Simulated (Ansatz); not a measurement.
**3-layer Al2SSe (AB) in a perpendicular field**

Wanted: the out-of-plane response of the 3-layer Al2SSe (AB). A positive field points along +c.

Method: plane-wave DFT, PBE-D3(BJ), Ansatz PAW, in the first sound run; inputs show where later runs differ, in Ansatz 0.2.0.

### 1. Set-up

The cell holds 12 atoms: 3 Se, 6 Al and 3 S. Its edges and angles: a = 3.689 Å, b = 3.689 Å, c = 69.953 Å, α = 90.0°, β = 90.0°, γ = 120.0°. Regions: layer 1: Al2SSe, 4 atoms (1 Se, 2 Al and 1 S); layer 2: Al2SSe, 4 atoms (1 Se, 2 Al and 1 S); layer 3: Al2SSe, 4 atoms (1 Se, 2 Al and 1 S). Vacuum lies along c.

### 2. Relaxation

The starting cell is a guess, so the in-plane lattice and the atoms are relaxed first, with the slab cut off from its images along the normal.

input.yaml

```yaml
crystal:
  lattice:
    - [3.6894, 0.0, 0.0]
    - [-1.8447, 3.1951141247, 0.0]
    - [0.0, 0.0, 69.9526250627]
  atoms:
    - { symbol: Se, position: [0.3333333333, 0.6666666667, 0.360958577] }
    - { symbol: Al, position: [0.0, 0.0, 0.3779717472] }
    - { symbol: Al, position: [0.0, 0.0, 0.412566589] }
    - { symbol: S, position: [0.3333333333, 0.6666666667, 0.4245855677] }
    - { symbol: Se, position: [0.6666666667, 0.3333333333, 0.4681865047] }
    - { symbol: Al, position: [0.3333333333, 0.6666666667, 0.4851996748] }
    - { symbol: Al, position: [0.3333333333, 0.6666666667, 0.5197945167] }
    - { symbol: S, position: [0.6666666667, 0.3333333333, 0.5318134953] }
    - { symbol: Se, position: [0.3333333333, 0.6666666667, 0.5754144323] }
    - { symbol: Al, position: [0.0, 0.0, 0.5924276024] }
    - { symbol: Al, position: [0.0, 0.0, 0.6270224443] }
    - { symbol: S, position: [0.3333333333, 0.6666666667, 0.639041423] }
  periodic: [true, true, false]
kpoints:
  mp_grid: { grid: [12, 12, 1] }
hamiltonian:
  xc: pbe
  dispersion: d3bj
scf:
  occupations: { method: fermi_dirac, width: 0.05 }
  convergence: { dr2_threshold: 1.0e-09 }
relax:
  f_tol: 0.004
  max_steps: 90
  cell: {}
output:
  write_potential: true
  write_density: true
  volumetric_format: npy
```

Command:

```console
ansatz run input.yaml --threads 4 --pin off --max-ram 12288MiB --backend cpu --events-out ev --progress --plain --runs-dir out
```

Then come: single point, field 0, start network; single point, field 0.03 V/Å; atoms held, field -0.03 V/Å; single point, field 0.15 V/Å; atoms held, field 0.25 V/Å; atoms held, field -0.25 V/Å; response, atoms held; relaxing in the field, field 0.1 V/Å; relaxing in the field, field -0.1 V/Å; response, atoms relaxed; with spin-orbit coupling, k-mesh 12×12×1; spin splitting near the zone centre, field 0; with spin-orbit coupling, k-mesh 12×12×1, field -0.2 V/Å; spin splitting near the zone centre, field -0.2 V/Å; A changed input: basis.ecutwfc = "40.4 Ry" and hamiltonian.xc = "revpbe"; varying the input. Settings of the main run: cutoff 420 eV, 18×18×1 k-mesh, smearing width 0.02585 eV, 3 layers, stack 3-layer Al2SSe (AB), PAW set soft 2.

What does the calculation give for the gap without field?

The induced dipole equals that of a perfect conductor 19.52 Å thick, while the outer atoms lie 20.83 Å apart; an out-of-plane ε follows only once a thickness t is chosen, by 1 − 1/ε = 19.52 Å / t. The two faces differ: the vacuum level above lies 0.19 eV higher than the one below. The gap goes from 1.53 eV to 1.22 eV at -0.25 V/Å.

| Item | Value |
| --- | --- |
| gap without field | 1.53 eV |
| ionisation energy, upper face | 5.75 eV |
| electron affinity, upper face | 4.22 eV |
| step between the vacuum levels | 0.189 eV |
| equivalent conductor thickness, atoms held | 19.5 Å |
| equivalent conductor thickness, atoms relaxed | 20.0 Å |
| largest split over 2k that stays linear in k at 0 V/Å | 0.640 eV Å |
| largest split over 2k that stays linear in k at -0.2 V/Å | 0.819 eV Å |

Letting the atoms follow the field adds 0.43 Å to the equivalent conductor thickness: the ionic part of the response. With the field reversed the gap is 1.02 eV at 0.25 V/Å. Semilocal functionals give gaps that are too small, and excitons are not included. The field series itself is without spin-orbit coupling.

[Logs are printed without paths, hosts, clocks, repeated set-up lines and the standing remarks that a program may print on its own settings, such as how far it seeks lower states.]

[Hosts, paths, dates, database ids (printed as entryN), source tags and the programs' standing remarks are cut or masked in the printed files.]

[Maps of the electrostatic potential energy from Ansatz leave out the sawtooth potential of an applied field or a dipole correction, so their vacuum need not be flat; planar profiles and work functions include it.]
